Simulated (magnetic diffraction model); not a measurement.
# Solving a magnetic structure from powder neutron data: MnPb2

Space group P4/mmm (no. 123), a = 3.3980 Å, c = 6.2660 Å.

| site | atom | x | y | z |
| --- | --- | --- | --- | --- |
| 2h | Pb | 1/2 | 1/2 | 0.7226 |
| 1a | Mn | 0 | 0 | 0 |

This is a made-up structure (elements placed in a structure type, unrelaxed), so the numbers test the method and describe no known phase.

Only Mn is taken to order (form factors of Mn2+); orders and moment sizes are assumed, and not adapted to the symmetry. Radiation: neutrons of λ = 2.41 Å, 3° to 100°; isotropic B of 0.5 Å² (Pb) and 0.77 Å² (Mn). Simulated constant-wavelength pattern: nuclear and magnetic terms add, the magnetic one as |2.695 fm × Σ f S⊥ exp(2πi Q·r) exp(−B s²)|², summed over all Q at one angle with the factor 1/(sin²θ cos θ). For a modulated order the moment at position r is S exp(−2πi k·r) + c.c., with S = m/2 for a sine wave of amplitude m and S = m(u + iv)/2 for moments turning in a plane, u and v being orthogonal unit vectors in it; the phase factor of the sum at Q = H + k is then exp(2πi H·r). Free-ion form factors, Sears's scattering lengths of 1992, no absorption; a label names one of the reflections at its angle. The strongest nuclear line in the range is 100, and lines under 0.2 are left out.

Above the ordering temperature:

```
2θ (°)    index      I
 22.18  (0 0 1)   15.7
 41.54  (1 0 0)  100.0
 45.24  (0 0 2)   38.8
 60.20  (1 1 0)   23.9
 63.09  (1 0 2)   38.1
 64.97  (1 1 1)    8.8
 70.47  (0 0 3)    1.3
 78.40  (1 1 2)   65.2
 85.25  (1 0 3)   21.7
 90.35  (2 0 0)   14.1
 94.59  (2 0 1)    5.5
 99.71  (1 1 3)    3.6
```

Below it (cell unchanged):

```tsv
2θ (°)	I
6.78	53.2
22.18	15.7
23.21	15.4
34.38	1.6
41.29	2.6
41.54	100.0
42.14	1.9
45.24	38.8
45.80	2.9
48.12	3.2
48.88	0.6
54.29	1.1
54.98	0.9
58.03	1.2
60.01	1.5
60.20	23.9
63.09	38.1
63.53	1.7
64.97	8.8
66.04	0.5
68.79	0.6
70.47	1.3
70.60	0.9
70.89	0.8
73.86	0.9
78.40	65.2
80.81	0.4
83.67	0.6
85.25	21.7
85.37	0.2
85.65	0.7
90.35	14.1
90.46	0.3
94.59	5.5
94.99	0.3
95.27	0.5
```
(The table stops after 36 lines; 2 more lie at higher angle.)

**Question.** Check that the new lines index with k = (0 1/6 0), then choose among these models:
A. moments turning in the plane of [010] and [001], 2.96 μB on Mn
B. a sine wave with moments along [001] (amplitudes given), 2.96 μB on Mn
C. moments turning in the plane of [010] and [100], 2.96 μB on Mn
D. moments turning in the plane of [001] and [100], 2.96 μB on Mn

The new lines index as (0 1/6 0) at 6.78°, (0 1/6 1) at 23.21°, (0 5/6 0) at 34.38° and (0 5/6 1) at 41.29°, that is as H ± k with k = (0 1/6 0), one of 2 inequivalent arms of its star (k and −k counted as one), which a powder can't tell apart. Satellites come in pairs about each point of the reciprocal lattice.

Magnetic intensity, observed (below minus above) and for each model:

| 2θ (°) | index | observed | A | B | C | D |
| --- | --- | --- | --- | --- | --- | --- |
| 6.78 | (0 1/6 0) | 53.2 | 53.2 | 53.2 | 53.2 | 106.4 |
| 23.21 | (0 1/6 1) | 15.4 | 8.1 | 0.7 | 15.4 | 8.8 |
| 34.38 | (0 5/6 0) | 1.6 | 1.6 | 1.6 | 1.6 | 3.2 |
| 41.29 | (0 5/6 1) | 2.6 | 2.0 | 1.4 | 2.6 | 3.4 |
| 42.14 | (1 1/6 0) | 1.9 | 3.7 | 1.9 | 1.9 | 1.9 |
| 45.80 | (0 1/6 2) | 2.9 | 1.5 | <0.2 | 2.9 | 1.5 |
| 48.12 | (1 1/6 1) | 3.2 | 4.5 | 2.0 | 3.2 | 2.6 |
| 63.53 | (1 1/6 2) | 1.7 | 1.6 | 0.5 | 1.7 | 1.1 |

Model C matches.

The structure used: k = (0 1/6 0), moments turning in the plane of [010] and [100], 2.96 μB on Mn.

[Logs are printed without paths, hosts, clocks, repeated set-up lines and the standing remarks that a program may print on its own settings, such as how far it seeks lower states.]
